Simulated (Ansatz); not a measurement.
# 3-layer arsenene (AA') in a perpendicular field, part 3 of 3

What dipole does a perpendicular field induce in the 3-layer arsenene (AA'), and does the gap follow? A positive field points along +c.

Ansatz 0.2.0; plane-wave DFT, PBE-D3(BJ), Ansatz PAW.

So far, gap, the smaller of path and mesh (eV): step 3 (atoms held, field 0, start network) 0.995; step 4 (field 0.05 V/Å) 0.989; step 5 (field -0.05 V/Å) 0.989; step 6 (field 0.1 V/Å) 0.972; step 7 (field -0.1 V/Å) 0.972.

## 8. Atoms held, field 0.2 V/Å

Contents of input.yaml:

```yaml
crystal:
  lattice:
    - [3.5691369566, 0.0, 0.0]
    - [-1.7845684783, 3.090963274, 0.0]
    - [0.0, 0.0, 29.8539920603]
  atoms:
    - { symbol: As, position: [0.6666666667, 0.3333333333, 0.3014672203] }
    - { symbol: As, position: [0.3333333333, 0.6666666667, 0.3483178563] }
    - { symbol: As, position: [0.3333333333, 0.6666666667, 0.4765757469] }
    - { symbol: As, position: [0.6666666667, 0.3333333333, 0.5234242531] }
    - { symbol: As, position: [0.6666666667, 0.3333333333, 0.6516821437] }
    - { symbol: As, position: [0.3333333333, 0.6666666667, 0.6985327797] }
kpoints:
  mp_grid: { grid: [18, 18, 1] }
  band_path:
    path: [[0, 0, 0], [0.5, 0, 0], [0.33333333, 0.33333333, 0], [0, 0, 0]]
    npoints: 16
hamiltonian:
  xc: pbe
  dispersion: d3bj
scf:
  occupations: { method: fermi_dirac, width: 0.02585 }
  convergence: { dr2_threshold: 1.0e-10 }
efield:
  axis: 3
  dipole_correction: true
  ramp_position: 0.9628
  ramp_width: 0.0744
  amplitude: 0.2
output:
  write_potential: true
  write_density: true
  volumetric_format: npy
```

On the command line:

```bash
> ansatz run input.yaml --threads 4 --pin off --max-ram 8192MiB --backend cpu --events-out ev --progress --plain --runs-dir out
```

Output:

```text
[...]
Crystal: 6 atoms, lattice volume = 329.351 Å³
Basis set: ecut = 420 eV, 6321 PW (Γ)
Bands: 54, of which v1, the nominal top of the filled ones, is band 45 counted from 1 (44 counted from 0)
Symmetry: 6 space group operations
k-points: 37 of 324 (time reversal used)
[...]
k-point 0: bands = [... 41 lower, 0.6450, 0.7673, 0.8733, 0.8733, 2.4587, 2.8556, 3.1491, 3.9466, ... 5 higher]
  k-point 1: bands = [... 41 lower, 0.3906, 0.5444, 0.7728, 0.8159, 2.8517, 3.2221, 3.5054, 3.8516, ... 5 higher]
  k-point 2: bands = [... 41 lower, 0.0888, 0.2868, 0.5153, 0.8471, 3.0570, 3.3352, 3.5885, 4.0302, ... 5 higher]
  k-point 36: bands = [... 41 lower, -1.6574, -1.3110, -1.2061, -1.0539, 2.1186, 2.4795, 2.8641, 4.5293, ... 5 higher]
[key lines of the parts left out:]
SCF converged after 14 iterations
Free energy (F): -29138.361491 eV
Fermi energy:    1.345142 eV
Dipole field:    D = 0.082927 V/Å  (p = 0.150936 e·Å, saw-weighted, corrected)
```

It took 25 s on 4 threads of Intel Xeon Platinum 8488C (Sapphire Rapids), shared host; peak memory 1.1 GiB.

The dipole is 0.151 e·Å, and the gap 0.903 eV.

## 9. Atoms held, field -0.2 V/Å

Changes to input.yaml since step 8:

```diff
@@ -28,3 +28,3 @@
   ramp_width: 0.0744
-  amplitude: 0.2
+  amplitude: -0.2
 output:
```

Output:

```text
[...]
Crystal: 6 atoms, lattice volume = 329.351 Å³
Basis set: ecut = 420 eV, 6321 PW (Γ)
Bands: 54, of which v1, the nominal top of the filled ones, is band 45 counted from 1 (44 counted from 0)
Symmetry: 6 space group operations
k-points: 37 of 324 (time reversal used)
[...]
k-point 0: bands = [... 41 lower, 0.6450, 0.7673, 0.8733, 0.8733, 2.4587, 2.8556, 3.1491, 3.9466, ... 5 higher]
  k-point 1: bands = [... 41 lower, 0.3906, 0.5444, 0.7728, 0.8159, 2.8517, 3.2221, 3.5054, 3.8516, ... 5 higher]
  k-point 2: bands = [... 41 lower, 0.0888, 0.2868, 0.5153, 0.8471, 3.0570, 3.3352, 3.5885, 4.0302, ... 5 higher]
  k-point 36: bands = [... 41 lower, -1.6574, -1.3110, -1.2061, -1.0539, 2.1186, 2.4795, 2.8641, 4.5293, ... 5 higher]
[key lines of the parts left out:]
SCF converged after 14 iterations
Free energy (F): -29138.361491 eV
Fermi energy:    1.345142 eV
Dipole field:    D = -0.082927 V/Å  (p = -0.150936 e·Å, saw-weighted, corrected)
```

Elapsed: 30 s, on 4 threads; peak memory 1.1 GiB.

The dipole is -0.151 e·Å, and the gap 0.903 eV.

## 10. Atoms held, field 0.3 V/Å

Changes to input.yaml since step 9:

```diff
@@ -26,5 +26,5 @@
   dipole_correction: true
-  ramp_position: 0.9628
-  ramp_width: 0.0744
-  amplitude: -0.2
+  ramp_position: 0.9604
+  ramp_width: 0.0792
+  amplitude: 0.3
 output:
```

Output:

```text
[...]
Crystal: 6 atoms, lattice volume = 329.351 Å³
Basis set: ecut = 420 eV, 6321 PW (Γ)
Bands: 54, of which v1, the nominal top of the filled ones, is band 45 counted from 1 (44 counted from 0)
Symmetry: 6 space group operations
k-points: 37 of 324 (time reversal used)
[...]
k-point 0: bands = [... 41 lower, 0.6418, 0.7960, 0.9748, 0.9748, 2.3837, 2.8521, 3.2200, 3.8418, ... 5 higher]
  k-point 1: bands = [... 41 lower, 0.4919, 0.5412, 0.8463, 0.8742, 2.7693, 3.2200, 3.5794, 3.7475, ... 5 higher]
  k-point 2: bands = [... 41 lower, 0.0586, 0.2836, 0.6167, 0.8785, 2.9626, 3.3306, 3.6741, 3.9290, ... 5 higher]
  k-point 36: bands = [... 41 lower, -1.6737, -1.3282, -1.1217, -0.9859, 2.0487, 2.4721, 2.9329, 4.4816, ... 5 higher]
[key lines of the parts left out:]
SCF converged after 14 iterations
Free energy (F): -29138.380368 eV
Fermi energy:    1.339109 eV
Dipole field:    D = 0.124531 V/Å  (p = 0.226659 e·Å, saw-weighted, corrected)
```

The job ended after 32 s (4 threads; peak memory 1.1 GiB; 2 min of CPU time).

The dipole is 0.227 e·Å, and the gap 0.739 eV.

## 11. Atoms held, field -0.3 V/Å

Changes to input.yaml since step 10:

```diff
@@ -28,3 +28,3 @@
   ramp_width: 0.0792
-  amplitude: 0.3
+  amplitude: -0.3
 output:
```

Output:

```text
[...]
Crystal: 6 atoms, lattice volume = 329.351 Å³
Basis set: ecut = 420 eV, 6321 PW (Γ)
Bands: 54, of which v1, the nominal top of the filled ones, is band 45 counted from 1 (44 counted from 0)
Symmetry: 6 space group operations
k-points: 37 of 324 (time reversal used)
[...]
k-point 0: bands = [... 41 lower, 0.6418, 0.7960, 0.9748, 0.9748, 2.3837, 2.8521, 3.2200, 3.8418, ... 5 higher]
  k-point 1: bands = [... 41 lower, 0.4919, 0.5412, 0.8463, 0.8742, 2.7693, 3.2200, 3.5794, 3.7475, ... 5 higher]
  k-point 2: bands = [... 41 lower, 0.0586, 0.2836, 0.6167, 0.8785, 2.9626, 3.3306, 3.6741, 3.9290, ... 5 higher]
  k-point 36: bands = [... 41 lower, -1.6737, -1.3282, -1.1217, -0.9859, 2.0487, 2.4721, 2.9329, 4.4816, ... 5 higher]
[key lines of the parts left out:]
SCF converged after 14 iterations
Free energy (F): -29138.380368 eV
Fermi energy:    1.339109 eV
Dipole field:    D = -0.124531 V/Å  (p = -0.226660 e·Å, saw-weighted, corrected)
```

It took 32 s on 4 threads; peak memory 1.1 GiB; 2 min of CPU time.

The dipole is -0.227 e·Å, and the gap 0.739 eV.

## 12. Atoms held, field 0.4 V/Å

Changes to input.yaml since step 11:

```diff
@@ -26,5 +26,5 @@
   dipole_correction: true
-  ramp_position: 0.9604
-  ramp_width: 0.0792
-  amplitude: -0.3
+  ramp_position: 0.9293
+  ramp_width: 0.1414
+  amplitude: 0.4
 output:
```

Output:

```text
[...]
Crystal: 6 atoms, lattice volume = 329.351 Å³
Basis set: ecut = 420 eV, 6321 PW (Γ)
Bands: 54, of which v1, the nominal top of the filled ones, is band 45 counted from 1 (44 counted from 0)
Symmetry: 6 space group operations
k-points: 37 of 324 (time reversal used)
[...]
k-point 0: bands = [... 41 lower, 0.6372, 0.8330, 1.0732, 1.0732, 2.2976, 2.8478, 3.2994, 3.7367, ... 5 higher]
  k-point 1: bands = [... 41 lower, 0.5366, 0.5914, 0.8853, 0.9726, 2.6759, 3.2162, 3.6377, 3.6638, ... 5 higher]
  k-point 2: bands = [... 41 lower, 0.0607, 0.2790, 0.7151, 0.9192, 2.8614, 3.3239, 3.7479, 3.8204, ... 5 higher]
  k-point 36: bands = [... 41 lower, -1.6590, -1.3570, -1.0236, -0.9148, 1.9662, 2.4645, 3.0106, 4.4218, ... 5 higher]
[key lines of the parts left out:]
SCF converged after 14 iterations
Free energy (F): -29138.406833 eV
Fermi energy:    1.343126 eV
Dipole field:    D = 0.166320 V/Å  (p = 0.302721 e·Å, saw-weighted, corrected)
```

Run time: 29 s. Hardware: 4 threads; peak memory 1.1 GiB.

The dipole is 0.303 e·Å, and the gap 0.565 eV.

## 13. Single point, field -0.4 V/Å

Changes to input.yaml since step 12:

```diff
@@ -28,3 +28,3 @@
   ramp_width: 0.1414
-  amplitude: 0.4
+  amplitude: -0.4
 output:
```

Output:

```text
[...]
Crystal: 6 atoms, lattice volume = 329.351 Å³
Basis set: ecut = 420 eV, 6321 PW (Γ)
Bands: 54, of which v1, the nominal top of the filled ones, is band 45 counted from 1 (44 counted from 0)
Symmetry: 6 space group operations
k-points: 37 of 324 (time reversal used)
[...]
k-point 0: bands = [... 41 lower, 0.6372, 0.8330, 1.0732, 1.0732, 2.2976, 2.8478, 3.2994, 3.7367, ... 5 higher]
  k-point 1: bands = [... 41 lower, 0.5366, 0.5914, 0.8853, 0.9726, 2.6759, 3.2162, 3.6377, 3.6638, ... 5 higher]
  k-point 2: bands = [... 41 lower, 0.0607, 0.2790, 0.7151, 0.9192, 2.8614, 3.3239, 3.7479, 3.8204, ... 5 higher]
  k-point 36: bands = [... 41 lower, -1.6590, -1.3570, -1.0236, -0.9148, 1.9662, 2.4645, 3.0106, 4.4218, ... 5 higher]
[key lines of the parts left out:]
SCF converged after 14 iterations
Free energy (F): -29138.406833 eV
Fermi energy:    1.343126 eV
Dipole field:    D = -0.166320 V/Å  (p = -0.302720 e·Å, saw-weighted, corrected)
```

Run time: 31 s. Hardware: 4 threads; peak memory 1.1 GiB.

The dipole is -0.303 e·Å, and the gap 0.565 eV.

## 14. Response, atoms held

This step: plane-wave DFT, PBE-D3(BJ), Ansatz PAW; response to a field along the normal, atoms held (Ansatz 0.2.0).

The dipoles give the slope, and the difference of two potentials shows where the field is screened.

This step gave:

```yaml
equivalent_conductor_thickness_p_eps_0ae: 12.37 Å
distance_between_the_outer_atoms: 11.85 Å
```

Table of dipole of the cell by applied field:

```
applied field (V/Å)  dipole of the cell (e·Å)
             -0.400                    -0.303
             -0.300                    -0.227
             -0.200                    -0.151
             -0.100                   -0.0754
             -0.050                   -0.0377
              0.000                   -2.1e-6
              0.050                    0.0377
              0.100                    0.0754
              0.200                     0.151
              0.300                     0.227
              0.400                     0.303
```

Local field over the applied field, running mean. From the potentials at -0.05 and 0.05 V/Å; running mean over 2.8 Å. The local field over applied field by z:

```
z (Å)  local field over applied field
    5                           0.989
    6                           0.933
    7                           0.728
    8                           0.406
    9                           0.118
   10                          0.0473
   11                           0.205
   12                           0.356
   13                           0.320
   14                           0.130
   15                          0.0330
   16                           0.158
   17                           0.337
   18                           0.345
   19                           0.175
   20                          0.0409
   21                           0.150
   22                           0.455
   23                           0.770
   24                           0.948
   25                           0.992
```

Electrons, planar mean, per unit field. Induced electron density against z:

z (Å), induced electron density (e/Å³ per V/Å) and a bar from the least value:
```
      4.5    0.00002 ###############
      5.0    0.00004 ###############
      5.5    0.00012 ################
      6.0    0.00029 #################
      6.5    0.00069 ##################
      7.0    0.00151 ######################
      7.5    0.00277 ############################
      8.0    0.00322 ##############################
      8.5    0.00140 ######################
      9.0    0.00100 ####################
      9.5    0.00043 #################
     10.0   -0.00047 #############
     10.5   -0.00083 ###########
     11.0   -0.00159 ########
     11.5   -0.00261 ###
     12.0   -0.00120 ##########
     12.5    0.00073 ###################
     13.0    0.00238 ##########################
     13.5    0.00205 #########################
     14.0    0.00091 ###################
     14.5    0.00049 #################
     15.0   -0.00013 ###############
     15.5   -0.00064 ############
     16.0   -0.00100 ###########
     16.5   -0.00245 ####
     17.0   -0.00199 ######
     17.5   -0.00017 ##############
     18.0    0.00173 #######################
     18.5    0.00263 ###########################
     19.0    0.00112 ####################
     19.5    0.00074 ###################
     20.0    0.00031 #################
     20.5   -0.00061 ############
     21.0   -0.00109 ##########
     21.5   -0.00197 ######
     22.0   -0.00332 
     22.5   -0.00239 ####
     23.0   -0.00121 ##########
     23.5   -0.00054 #############
     24.0   -0.00022 ##############
     24.5   -0.00009 ###############
     25.0   -0.00003 ###############
     25.5   -0.00001 ###############
```

The smaller of the gaps on the path and on the k-mesh, counted as 0 under 0.03 eV. Gap against applied field:

```
applied field (V/Å)  gap (eV)
             -0.400     0.565
             -0.300     0.739
             -0.200     0.903
             -0.100     0.972
             -0.050     0.989
              0.000     0.995
              0.050     0.989
              0.100     0.972
              0.200     0.903
              0.300     0.739
              0.400     0.565
```

By hand: between -0.05 and 0.05 V/Å the dipole changes by 0.07539 e·Å, a slope of 0.7539 e·Å²/V. A perfect conductor of thickness t has p = ε₀AEt, so t = 180.95 × 0.7539 / 11.032 = 12.37 Å (e/ε₀ = 180.95 V·Å, A in Å²).

The induced dipole is that of a conductor 12.37 Å thick.

## 15. Results

| Item | Value |
| --- | --- |
| gap without field | 0.995 eV |
| ionisation energy, upper face | 5.09 eV |
| electron affinity, upper face | 4.09 eV |
| equivalent conductor thickness, atoms held | 12.4 Å |

What this shows: The induced dipole equals that of a perfect conductor 12.37 Å thick, while the outer atoms lie 11.85 Å apart; an out-of-plane ε follows only once a thickness t is chosen, by 1 − 1/ε = 12.37 Å / t. The gap goes from 0.99 eV to 0.57 eV at -0.4 V/Å. With the field reversed it is 0.57 eV at 0.4 V/Å. Semilocal functionals give gaps that are too small, and excitons are not included. Spin-orbit coupling is left out.

[Long decimals in the printed logs are rounded to 6 places.]

[Logs are printed without paths, hosts, clocks, repeated set-up lines and the standing remarks that a program may print on its own settings, such as how far it seeks lower states.]

[Hosts, paths, dates, database ids (printed as entryN), source tags and the programs' standing remarks are cut or masked in the printed files.]

[Maps of the electrostatic potential energy from Ansatz leave out the sawtooth potential of an applied field or a dipole correction, so their vacuum need not be flat; planar profiles and work functions include it.]
